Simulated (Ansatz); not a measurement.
# Sn wire along [100], 25 atoms a period, H-terminated: bands by functional and under strain

What gap, if any, does the Sn wire along [100], 25 atoms a period, H-terminated have, and how does it change with the functional and under strain?

Method: DFT PBE, plane waves, PAW; relaxation of a wire's period; PAW set soft_1, in the first sound run; inputs show where later runs differ, in Ansatz 0.2.0.

This is a report of a sequence of runs, with most program output left out.

### 1. Set-up

The cell holds 45 atoms: 25 Sn and 20 H. Its edges and angles: a = 22.121 Å, b = 22.121 Å, c = 6.650 Å, α = 90.0°, β = 90.0°, γ = 90.0°. Vacuum lies along a and b. The structure's axis is c.

### 2. Relaxing the period

Band widths follow the bond lengths, so the wire is relaxed first. The atoms and the third cell vector are free; the box across stays fixed as vacuum. A Fermi-Dirac smearing is set since the result may be a metal. The pressure printed is a third of the stress's trace over the whole box, vacuum included; only the stress along the axis is relaxed.

input.yaml reads:

```yaml
crystal:
  lattice:
    - [22.121, 0.0, 0.0]
    - [0.0, 22.121, 0.0]
    - [0.0, 0.0, 6.65]
  atoms:
    - { symbol: Sn, position: [0.199374484, 0.499993805, 0.0] }
    - { symbol: Sn, position: [0.349684145, 0.349684145, 0.0] }
    - { symbol: Sn, position: [0.349684145, 0.650303466, 0.0] }
    - { symbol: Sn, position: [0.499993805, 0.199374484, 0.0] }
    - { symbol: Sn, position: [0.499993805, 0.499993805, 0.0] }
    - { symbol: Sn, position: [0.499993805, 0.800613126, 0.0] }
    - { symbol: Sn, position: [0.650303466, 0.349684145, 0.0] }
    - { symbol: Sn, position: [0.650303466, 0.650303466, 0.0] }
[... 33 atom lines left out ...]
    - { symbol: H, position: [0.454319425, 0.846287507, 0.848065719] }
    - { symbol: H, position: [0.545668186, 0.153700104, 0.848065719] }
    - { symbol: H, position: [0.695977846, 0.304009764, 0.848065719] }
    - { symbol: H, position: [0.846287507, 0.454319425, 0.848065719] }
kpoints:
  mp_grid: { grid: [1, 1, 13] }
scf:
  occupations: { method: fermi_dirac, width: 0.05 }
hamiltonian:
  xc: pbe
  pseudopotentials: { kind: paw, azcp: { folder: soft_1 } }
relax:
  cell: { fix: [a, b, alpha, beta, gamma] }
  max_steps: 45
  f_tol: 0.03
```

Launch:

```console
$ ansatz run input.yaml --threads 4 --pin off --max-ram 16384MiB --backend cpu --events-out ev --progress --plain --runs-dir out
```

Run time: 9.1 min. Hardware: 4 threads of Intel Xeon Platinum 8375C at 2.90GHz (Ice Lake), shared host; peak memory 12 GiB; 36 min of CPU time.

Relaxation path:

| step | energy less that of the first step (eV) | largest force component (eV/Å) | pressure (GPa) | volume (Å³) |
| --- | --- | --- | --- | --- |
| 1 | 0.0000 | 0.1804 | -0.35 | 3254.10 |
| 2 | 0.8530 | 1.1576 | 0.57 | 3215.41 |
| 3 | -0.1384 | 0.0865 | -0.07 | 3242.74 |
| 4 | -0.1460 | 0.0264 | -0.02 | 3241.27 |
| 5* | -0.1450 | 0.0264 | -0.02 | 3241.27 |

Relaxation steps marked * repeat the geometry before them on a plane-wave basis chosen anew for their cell, so energy and pressure can jump there. Relaxation step 2 was tried and not accepted.

The run keeps the 8 symmetry operations that it works with, so distortions that break them were not tested.

| cell as run | before | after | change |
| --- | --- | --- | --- |
| c (Å) | 6.650 | 6.624 | -0.4 % |

The atoms that moved most (Å, along periodic axes as changes of fractional coordinates times the final cell, across vacuum about the mean position):

| atom | dx | dy | dz | length |
| --- | --- | --- | --- | --- |
| H11 | 0.047 | 0.047 | -0.026 | 0.071 |
| H41 | 0.047 | -0.047 | 0.026 | 0.071 |
| H44 | -0.047 | 0.047 | 0.026 | 0.071 |
| H14 | -0.047 | -0.047 | -0.026 | 0.071 |
| H33 | -0.048 | -0.039 | 0.020 | 0.065 |
| H32 | -0.039 | -0.048 | 0.020 | 0.065 |
| H25 | -0.048 | 0.039 | -0.020 | 0.065 |
| H23 | 0.039 | -0.048 | -0.020 | 0.065 |

Numbers from this step:

| Item | Value |
| --- | --- |
| cell length along the wire | 6.624 Å |

The cell's length comes to 6.624 Å with spin left out.

### 3. The wire at its relaxed period

This step: DFT PBE, plane waves, PAW; bands of a perfect wire; PAW set soft_1 (Ansatz 0.2.0).

At the relaxed period the bands are computed along the axis; those that cross an energy going forward count the channels that a perfect wire would open there.

input.yaml reads:

```yaml
crystal:
  lattice:
    - [22.121, 0.0, 0.0]
    - [0.0, 22.121, 0.0]
    - [0.0, 0.0, 6.6237766236]
  atoms:
    - { symbol: Sn, position: [0.201936659, 0.5, 0.0] }
    - { symbol: Sn, position: [0.351445419, 0.351445419, 0.994930103] }
    - { symbol: Sn, position: [0.351445419, 0.648554581, 0.005069897] }
    - { symbol: Sn, position: [0.5, 0.201936659, 0.0] }
    - { symbol: Sn, position: [0.5, 0.5, 0.0] }
    - { symbol: Sn, position: [0.5, 0.798063341, 0.0] }
    - { symbol: Sn, position: [0.648554581, 0.351445419, 0.005069897] }
    - { symbol: Sn, position: [0.648554581, 0.648554581, 0.994930103] }
[... 33 atom lines left out ...]
    - { symbol: H, position: [0.4556836, 0.844728186, 0.851070593] }
    - { symbol: H, position: [0.5443164, 0.155271814, 0.851070593] }
    - { symbol: H, position: [0.693872272, 0.306127728, 0.852003687] }
    - { symbol: H, position: [0.844728186, 0.4556836, 0.851070593] }
kpoints:
  mp_grid: { grid: [1, 1, 13] }
  band_path: { path: ["Γ", Z], npoints: 90 }
scf:
  occupations: { method: fermi_dirac, width: 0.05 }
hamiltonian:
  xc: pbe
  pseudopotentials: { kind: paw, azcp: { folder: soft_1 } }
output:
  dos: { e_range: [-5, 4] }
  write_potential: true
  write_density: true
  volumetric_format: npy
```

Run time: 20 min. Hardware: 4 threads; peak memory 12 GiB; 79 min of CPU time.

Numbers from this step:

```yaml
band_gap: 1.658 eV
```

Electronic bands along the path, in eV, zero at the Fermi level; v1 is the highest filled band, c1 the lowest empty one:

| point | v4 | v3 | v2 | v1 | c1 | c2 | c3 | c4 |
| --- | --- | --- | --- | --- | --- | --- | --- | --- |
| Γ | -1.00 | -1.00 | -1.00 | -0.84 | 0.82 | 1.50 | 1.51 | 1.53 |
| halfway | -1.29 | -1.02 | -0.96 | -0.96 | 1.00 | 1.20 | 1.20 | 1.41 |
| Z | -1.32 | -1.26 | -1.26 | -1.23 | 0.99 | 1.04 | 1.04 | 1.07 |

The gap is 1.66 eV, with spin left out.

The path shows a direct gap of 1.66 eV (valence top at Γ, conduction bottom at Γ).

### 4. Levels at the same atoms, cutoff 500 eV, k-mesh 1×1×10

This step: DFT r2SCAN, plane waves, PAW; bands of a perfect wire at the PBE geometry; PAW set soft_1 (Ansatz 0.2.0).

The atoms stay at the PBE geometry and the functional changes. r2SCAN also reads the kinetic-energy density; it often gives larger moments and wider gaps than PBE, at a higher cost. Against the first PBE run of this kind, the cutoff is 500 eV against 420 and the mesh along the wire has 10 points against 13.

input.yaml, as its differences from that of step 3:

```diff
@@ -52,3 +52,3 @@
 kpoints:
-  mp_grid: { grid: [1, 1, 13] }
+  mp_grid: { grid: [1, 1, 10] }
   band_path: { path: ["Γ", Z], npoints: 90 }
@@ -57,8 +57,3 @@
 hamiltonian:
-  xc: pbe
+  xc: r2scan
   pseudopotentials: { kind: paw, azcp: { folder: soft_1 } }
-output:
-  dos: { e_range: [-5, 4] }
-  write_potential: true
-  write_density: true
-  volumetric_format: npy
```

It took 32 min on 4 threads; peak memory 12 GiB.

This step gave:

```
band gap : 1.988 eV
```

Electronic bands along the path, in eV, zero at the Fermi level; v1 is the highest filled band, c1 the lowest empty one:

| point | v4 | v3 | v2 | v1 | c1 | c2 | c3 | c4 |
| --- | --- | --- | --- | --- | --- | --- | --- | --- |
| Γ | -1.17 | -1.16 | -1.16 | -1.00 | 0.99 | 1.57 | 1.59 | 1.60 |
| halfway | -1.47 | -1.19 | -1.13 | -1.13 | 1.14 | 1.33 | 1.33 | 1.53 |
| Z | -1.51 | -1.44 | -1.44 | -1.41 | 1.10 | 1.16 | 1.16 | 1.20 |

The gap is 1.99 eV, against 1.66 eV under PBE at the relaxed period.

### 5. Another level of theory, level HSE06, cutoff 420 eV

This step: DFT HSE06, plane waves, PAW; levels of a perfect wire at the PBE geometry; PAW set soft_1 (Ansatz 0.2.0).

The atoms stay at the PBE geometry and the functional changes. HSE06 mixes in a quarter of short-range exact exchange, which removes part of the self-interaction that closes gaps; it is dear, so the mesh is thinner and no path is run. Against the first PBE run of this kind, the mesh along the wire has 5 points against 13.

input.yaml, as its differences from that of step 4:

```diff
@@ -52,4 +52,3 @@
 kpoints:
-  mp_grid: { grid: [1, 1, 10] }
-  band_path: { path: ["Γ", Z], npoints: 90 }
+  mp_grid: { grid: [1, 1, 5] }
 scf:
@@ -57,3 +56,3 @@
 hamiltonian:
-  xc: r2scan
+  xc: hse06
   pseudopotentials: { kind: paw, azcp: { folder: soft_1 } }
```

Wall time 50 min (4 threads); peak memory 9.7 GiB.

This step gave:

- band gap: 2.309 eV

The gap is 2.31 eV, against 1.66 eV under PBE at the relaxed period.

### 6. Strain along the wire, period over the relaxed period 0.97

This step: DFT PBE, plane waves, PAW; relaxation at a fixed period; PAW set soft_1 (Ansatz 0.2.0).

The period is set to 0.97 times the relaxed one and the atoms relax within it: strain changes bond lengths and angles, which shifts the bands against each other. Against the first PBE run of this kind, the mesh along the wire has 10 points against 13.

The cell differs from the one that the last finished run ended in (c 6.624 → 6.425 Å).

input.yaml, as its differences from that of step 5:

```diff
@@ -4,3 +4,3 @@
     - [0.0, 22.121, 0.0]
-    - [0.0, 0.0, 6.6237766236]
+    - [0.0, 0.0, 6.4250633249]
   atoms:
@@ -52,3 +52,4 @@
 kpoints:
-  mp_grid: { grid: [1, 1, 5] }
+  mp_grid: { grid: [1, 1, 10] }
+  band_path: { path: ["Γ", Z], npoints: 90 }
 scf:
@@ -56,3 +57,8 @@
 hamiltonian:
-  xc: hse06
+  xc: pbe
   pseudopotentials: { kind: paw, azcp: { folder: soft_1 } }
+relax:
+  max_steps: 40
+  f_tol: 0.02
+output:
+  stress: true
```

Elapsed: 22 min, on 4 threads; peak memory 13 GiB.

Relaxation path:

| step | energy less that of the first step (eV) | largest force component (eV/Å) |
| --- | --- | --- |
| 1 | 0.0000 | 0.1605 |
| 2 | 0.1731 | 0.4930 |
| 3 | -0.1167 | 0.0272 |
| 4 | -0.1190 | 0.0132 |

Relaxation step 2 was tried and not accepted.

Forces are held to the 8 operations that the run works with; a distortion that breaks them can't arise in this run.

The atoms that moved most (Å):

| atom | dx | dy | dz | length |
| --- | --- | --- | --- | --- |
| H23 | 0.008 | 0.020 | 0.089 | 0.091 |
| H25 | 0.020 | 0.008 | 0.089 | 0.091 |
| H32 | -0.008 | 0.020 | -0.089 | 0.091 |
| H33 | 0.020 | -0.008 | -0.089 | 0.091 |
| H24 | -0.008 | -0.020 | 0.089 | 0.091 |
| H22 | -0.020 | -0.008 | 0.089 | 0.091 |
| H31 | 0.008 | -0.020 | -0.089 | 0.091 |
| H30 | -0.020 | 0.008 | -0.089 | 0.091 |

Numbers from this step:

| Quantity | Value |
| --- | --- |
| band gap | 1.670 eV |

The electronic bands at the labelled points (eV, zero at the Fermi level; v1 is the highest filled band, c1 the lowest empty one):

| point | v4 | v3 | v2 | v1 | c1 | c2 | c3 | c4 |
| --- | --- | --- | --- | --- | --- | --- | --- | --- |
| Γ | -1.09 | -1.08 | -1.08 | -0.84 | 0.83 | 1.47 | 1.50 | 1.52 |
| halfway | -1.39 | -1.04 | -1.04 | -0.99 | 1.01 | 1.19 | 1.19 | 1.36 |
| Z | -1.37 | -1.27 | -1.27 | -1.23 | 0.97 | 1.02 | 1.02 | 1.04 |

The gap is 1.67 eV, against 1.66 eV under PBE at the relaxed period.

### 7. Strain along the wire, period over the relaxed period 0.94

The period is set to 0.94 times the relaxed one and the atoms relax within it: strain changes bond lengths and angles, which shifts the bands against each other. Against the first PBE run of this kind, the mesh along the wire has 10 points against 13.

The cell differs from the one that the last finished run ended in (c 6.425 → 6.226 Å).

input.yaml, as its differences from that of step 6:

```diff
@@ -4,3 +4,3 @@
     - [0.0, 22.121, 0.0]
-    - [0.0, 0.0, 6.4250633249]
+    - [0.0, 0.0, 6.2263500262]
   atoms:
```

Run time: 21 min. Hardware: 4 threads; peak memory 12 GiB; 84 min of CPU time.

The steps of the relaxation:

| step | energy less that of the first step (eV) | largest force component (eV/Å) |
| --- | --- | --- |
| 1 | 0.0000 | 0.3217 |
| 2 | -0.2757 | 0.4653 |
| 3 | -0.4964 | 0.0656 |
| 4 | -0.5121 | 0.0122 |

Forces are held to the 8 operations that the run works with; a distortion that breaks them can't arise in this run.

The atoms that moved most (Å):

| atom | dx | dy | dz | length |
| --- | --- | --- | --- | --- |
| H43 | -0.070 | -0.128 | -0.125 | 0.192 |
| H40 | -0.128 | -0.070 | -0.125 | 0.192 |
| H15 | 0.128 | -0.070 | 0.125 | 0.192 |
| H13 | -0.070 | 0.128 | 0.125 | 0.192 |
| H10 | -0.128 | 0.070 | 0.125 | 0.192 |
| H12 | 0.070 | -0.128 | 0.125 | 0.192 |
| H45 | 0.128 | 0.070 | -0.125 | 0.192 |
| H42 | 0.070 | 0.128 | -0.125 | 0.192 |

This step gave:

* band gap: 1.647 eV

The gap is 1.65 eV, against 1.66 eV under PBE at the relaxed period.

### 8. Summary of results

```
cell length, PBE           : 6.624 Å
gap, PBE                   : 1.66 eV
gap, r2SCAN                : 1.99 eV
gap, HSE06                 : 2.31 eV
gap, period scaled by 0.97 : 1.67 eV
gap, period scaled by 0.94 : 1.65 eV
```

What this shows: Under PBE the cell's length is 6.62 Å, and a gap of 1.66 eV makes it a semiconductor. At the relaxed period the wire is gapped under every functional, from 1.66 eV (PBE) to 2.31 eV (HSE06). Weak screening in one dimension makes quasiparticle gaps larger than the semilocal gaps, as a rule. A hybrid's gap is read on a coarse mesh, without a band path.

[Logs are printed without paths, hosts, clocks, repeated set-up lines and the standing remarks that a program may print on its own settings, such as how far it seeks lower states.]

[Hosts, paths, dates, database ids (printed as entryN), source tags and the programs' standing remarks are cut or masked in the printed files.]
